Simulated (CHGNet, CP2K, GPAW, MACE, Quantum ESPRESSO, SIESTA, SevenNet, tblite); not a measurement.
# tblite runs on random packing of As (59 atoms)

How near does tblite come to plane waves for random packing of As (59 atoms)?

Main program and level: tblite 0.8.0; the method is named at each step.

**1. Set-up**

The cell holds 59 atoms: 59 As. Its edges and angles: a = 11.253 Å, b = 11.253 Å, c = 11.253 Å, α = 90.0°, β = 90.0°, γ = 90.0°. 59 atoms (59 As) packed at random in a cube at 5.15 g/cm³ and pushed apart as soft spheres; a start for melting by ab initio MD, not an equilibrated structure. Then every atom was moved at random, 0.02 Å r.m.s. a Cartesian component.

The yardstick, on the same geometry:

| Item | Value |
| --- | --- |
| method | Kohn-Sham DFT, PBE, SSSP efficiency 1.3.0 pseudopotentials, plane waves (Quantum ESPRESSO 7.5); sssp-pbe-1.3.0-efficiency, cutoffs 45/360 Ry, Γ point |
| r.m.s. force component | 0.7787 eV/Å |
| longest force | 3.688 eV/Å |
| pressure | 0.808 GPa |
| time | 88 s on 4 MPI ranks of Intel Xeon Platinum 8488C (Sapphire Rapids), shared host |
| CPU time | 5.8 min |

**2. GFN1-xTB**

Method: GFN1-xTB tight binding, diagonalisation.

The input, run.py:

```python
import numpy as np
from ase.io import read
from tblite.ase import TBLite

atoms = read("structure.xyz")
atoms.calc = TBLite(method="GFN1-xTB", electronic_temperature=580, accuracy=1.0, max_iterations=250, mixer_damping=0.1, verbosity=1)
energy = atoms.get_potential_energy()
forces = atoms.get_forces()
print(f"energy {energy:.6f} eV")
print("forces (eV/A)")
for i, (a, f) in enumerate(zip(atoms, forces)):
    print(f"{i:4d} {a.symbol:2s} {f[0]:10.5f} {f[1]:10.5f} {f[2]:10.5f}")
stress = -atoms.get_stress(voigt=False) * 160.21766
print("stress (GPa, compression positive)")
for row in stress:
    print(" ".join(f"{x:10.4f}" for x in row))
print("charges (e)")
print(np.array2string(atoms.get_charges(), precision=4, suppress_small=True, max_line_width=110, threshold=100000))
```

The input, structure.xyz:

```xyz
59
Lattice="11.25310 0.00000 0.00000 0.00000 11.25310 0.00000 0.00000 0.00000 11.25310" Properties=species:S:1:pos:R:3 pbc="T T T"
As 0.85490 3.66862 4.53838
As 1.78598 9.08361 10.62405
As 0.44045 9.16182 5.38933
As 8.02110 4.59036 8.87611
As 2.64583 1.53256 8.96928
As 10.98370 7.59562 8.47809
As 5.31776 9.16925 8.71733
As 5.62756 10.85677 3.27533
As 9.19705 7.91768 11.19650
As 10.58928 3.03665 7.95853
As 10.33260 5.24012 9.63929
As 10.44659 4.75016 2.94347
As 3.28872 10.63823 9.72707
As 10.44749 2.28145 2.97847
As 5.06356 2.99209 7.42862
As 0.75508 3.82245 0.02543
As 6.77380 8.58713 5.84486
As 4.76884 4.63875 4.92886
As 2.92974 8.63225 8.09132
As 3.49814 4.35720 10.84427
As 10.38740 8.35104 3.39360
As 4.74397 7.47971 0.23215
As 5.92982 3.07570 2.28010
As 2.09454 6.57822 3.28804
As 6.68052 9.33343 0.36865
As 8.14533 1.40191 11.21090
As 7.26658 7.06301 0.93299
As 8.63158 1.49587 6.75704
As 4.65136 1.39055 4.60319
As 7.94728 7.13345 8.49947
As 1.50161 6.00612 0.82575
As 2.86965 9.55805 1.63924
As 7.86344 4.22644 1.27486
As 11.16285 0.83869 5.91350
As 5.38236 0.22821 7.02148
As 2.98939 2.25827 1.91685
As 5.95165 4.66486 10.95095
As 3.87984 7.42907 5.32497
As 2.81733 5.16866 7.00922
As 0.62747 10.66287 0.87493
As 7.87031 9.80955 3.02540
As 7.66854 0.01395 9.17848
As 2.46533 1.54381 6.49045
As 5.23337 6.81634 7.39756
As 10.98381 10.87736 9.41333
As 7.35007 0.37270 5.12950
As 8.08805 2.36776 4.17636
As 4.01893 5.21469 2.17657
As 5.45629 7.97980 2.83893
As 3.68505 10.11024 4.73699
As 2.21078 5.73267 9.42335
As 8.74332 9.13122 7.64254
As 9.41614 0.08969 1.75357
As 0.52507 10.49655 3.34330
As 5.75776 1.92034 0.22416
As 8.40708 6.54424 3.98495
As 8.61369 6.22657 6.51791
As 11.03558 5.52235 5.76271
As 10.50173 2.01172 10.14625
```

The run is started by

```
$ OMP_NUM_THREADS=1 python run.py > output.txt
```

The log of the run:

```text
------------------------------------------------------------
  cycle        total energy    energy error   density error
------------------------------------------------------------
      1     -139.0243468857  -1.3856440E+02   1.9218833E-01
      2     -136.6774010449   2.3469458E+00   2.2005952E-01
      3     -139.5543428897  -2.8769418E+00   1.4801381E-01
      4     -139.5552069557  -8.6406601E-04   1.3127892E-01
      5     -138.7206115405   8.3459542E-01   1.1830049E-01
      6     -139.8666674438  -1.1460559E+00   2.7309087E-02
      7     -139.9390449248  -7.2377481E-02   9.2804283E-03
      8     -139.9468479718  -7.8030470E-03   3.7848726E-03
      9     -139.9476005512  -7.5257939E-04   2.6508000E-03
     10     -139.9478136954  -2.1314425E-04   1.9395287E-03
     11     -139.9478014606   1.2234850E-05   1.7422844E-03
     12     -139.9478809308  -7.9470181E-05   7.1872066E-04
     13     -139.9479193887  -3.8457963E-05   1.4375690E-04
     14     -139.9479210362  -1.6474419E-06   6.1722840E-05
     15     -139.9479213565  -3.2030931E-07   2.8983992E-05
     16     -139.9479213984  -4.1874500E-08   2.1872400E-05
     17     -139.9479214059  -7.5594926E-09   1.9059599E-05
------------------------------------------------------------
 total:                                   7.692 sec
energy -3808.176913 eV
forces (eV/A)
   0 As   -0.38328    0.38775   -0.31088
   1 As   -0.71600   -0.63188    0.28426
   2 As   -0.78393    0.34091   -0.82933
   3 As    0.34647   -0.10035    0.16705
   4 As    0.22204    0.12430   -1.28583
   5 As   -0.66672   -0.44077    0.27123
   6 As   -0.97609   -0.14629   -0.09180
   7 As   -1.43702   -0.56947   -0.36157
   8 As   -0.87824   -0.07859   -1.16186
   9 As   -0.83268    0.59634    0.43095
  10 As   -0.19694    0.44324   -0.26638
  11 As   -0.28040    0.29875    0.41895
  12 As    0.51682   -0.13398   -0.49372
  13 As   -0.87351    0.42144    0.77546
  14 As   -1.50428   -0.48405   -1.00786
  15 As    0.91323    0.47633    0.06643
  16 As    0.10031   -0.63342    0.35097
  17 As   -0.43835    0.24526    1.46089
  18 As    0.61855    0.11874    0.22767
  19 As   -1.08320   -0.35835    0.82876
  20 As   -0.06326    0.31163    0.91248
  21 As    1.04996    0.87790    0.89850
  22 As    0.32595   -0.16831    1.02340
  23 As    0.13248   -0.58509   -1.01060
[...]
51 As    0.35261    0.92899   -0.28632
  52 As   -0.21683    0.11668    0.24800
  53 As    0.24907   -0.07371    0.44944
  54 As   -0.54721    0.47985    0.00638
  55 As    0.68705   -0.14475    1.01148
  56 As    0.37326   -1.22567   -1.87414
  57 As    0.46324   -0.37714    0.05677
  58 As    0.35335   -1.40447   -0.67788
stress (GPa, compression positive)
   -8.3167     0.2076    -0.1606
    0.2076    -7.1507     0.2173
   -0.1606     0.2173    -8.8291
charges (e)
[ 0.001   0.005  -0.0051  0.001  -0.0083 -0.0034  0.0002  0.0059 -0.0109  0.0042  0.0051  0.0023  0.0042
  0.0026 -0.0124  0.0046  0.002  -0.0174  0.0009  0.0127 -0.0074  0.009   0.0018 -0.0046  0.0082  0.001
 -0.0005 -0.0024  0.0056  0.0084  0.0061 -0.0036 -0.001  -0.0047  0.0051 -0.0236  0.0092 -0.0057 -0.0132
  0.0016  0.0095 -0.003  -0.0114  0.0068 -0.0098  0.006  -0.0012  0.0029  0.0072 -0.0002  0.      0.0029
  0.0077  0.0017 -0.0015 -0.0031  0.0002 -0.003   0.0051]
```

Elapsed: 8.7 s, on 1 thread of Intel Xeon Platinum 8488C (Sapphire Rapids), shared host; peak memory 0.12 GiB.

Banners and routine set-up lines are dropped from the logs; longer cuts are marked.

Compared with the plane-wave run:

```yaml
r_m_s_force_component: 0.6459 eV/Å
r_m_s_difference_of_force_components: 511.7 meV/Å
longest_difference_of_force_vectors: 1704 meV/Å
force_difference_over_r_m_s_force: 65.71 %
slope_of_forces_against_the_reference_s: 0.6281
correlation_of_force_components: 0.7572
pressure: -8.099 GPa
pressure_difference: -8.907 GPa
```

A closer look about As57, which bears the longest force: 9 atoms, nearest first, numbered in the order of the input, with positions taken from that point.

```
atom      x      y      z  distance (Å)  bonds  Mulliken charge (e)     Fx     Fy  Fz (eV/Å)
As57   0.00   0.00   0.00          0.00      3                 0.00   0.37  -1.23      -1.87
As30  -0.67   0.91   1.98          2.28      3                 0.01  -0.74   0.30       1.87
As56  -0.21   0.32  -2.53          2.56      2                 0.00   0.69  -0.14       1.01
As58   2.42  -0.70  -0.76          2.63      2                 0.00   0.46  -0.38       0.06
 As4  -0.59  -1.64   2.36          2.93      2                 0.00   0.35  -0.10       0.17
As17  -1.84   2.36  -0.67          3.07      2                 0.00   0.10  -0.63       0.35
As52   0.13   2.90   1.12          3.12      4                 0.00   0.35   0.93      -0.29
 As6   2.37   1.37   1.96          3.37      2                 0.00  -0.67  -0.44       0.27
As44  -3.38   0.59   0.88          3.54      3                 0.01   0.62   0.56      -1.35
```

Atoms are counted from 1 here, from 0 in the log.

Forces lie 66 % from the reference's, at 0.025 times its CPU time (on 1 against 4 cores).

**3. Results**

```json
{
  "force difference from the reference": "tblite GFN1-xTB, 66 %",
  "its CPU time": "8.7 s"
}
```

**Reading.** Tight binding differs by 66 % (tblite GFN1-xTB); it is another model, with fitted parameters of its own, and the xTB methods hold dispersion. One electronic-structure run takes under half the reference's CPU time: tblite GFN1-xTB, at 66 % in 8.7 s against 5.8 min, too far off to be of use; its pressure misses by -8.9 GPa. Periodic xTB results under one method name differ between programs and library versions. The reference's pressure holds the uncorrected Pulay stress of its 45 Ry basis, so small pressure differences, and their order, may be the reference's own error. The electron count is odd in QE PBE, sssp-1.3.0-efficiency, 45/360 Ry, and they have no spin polarisation, so the unpaired electron is spread evenly over both spins. The electronic-structure runs sample only Γ, in a cell whose shortest periodic width is 11 Å, which is coarse for a cell with partly filled levels.

[Long decimals in the printed logs are rounded to 6 places.]

[Also dropped from logs without a mark: lines with file paths, logging warnings of Python, QE's lines on negative density and diagonalisation, SIESTA's first energy breakdown, zero terms and Voronoi charges.]

[Logs are printed without paths, hosts, clocks, repeated set-up lines and the standing remarks that a program may print on its own settings, such as how far it seeks lower states.]

[Hosts, paths, dates, database ids (printed as entryN), source tags and the programs' standing remarks are cut or masked in the printed files.]

[Most failed runs of this program on this cell are left out, timed-out ones always.]
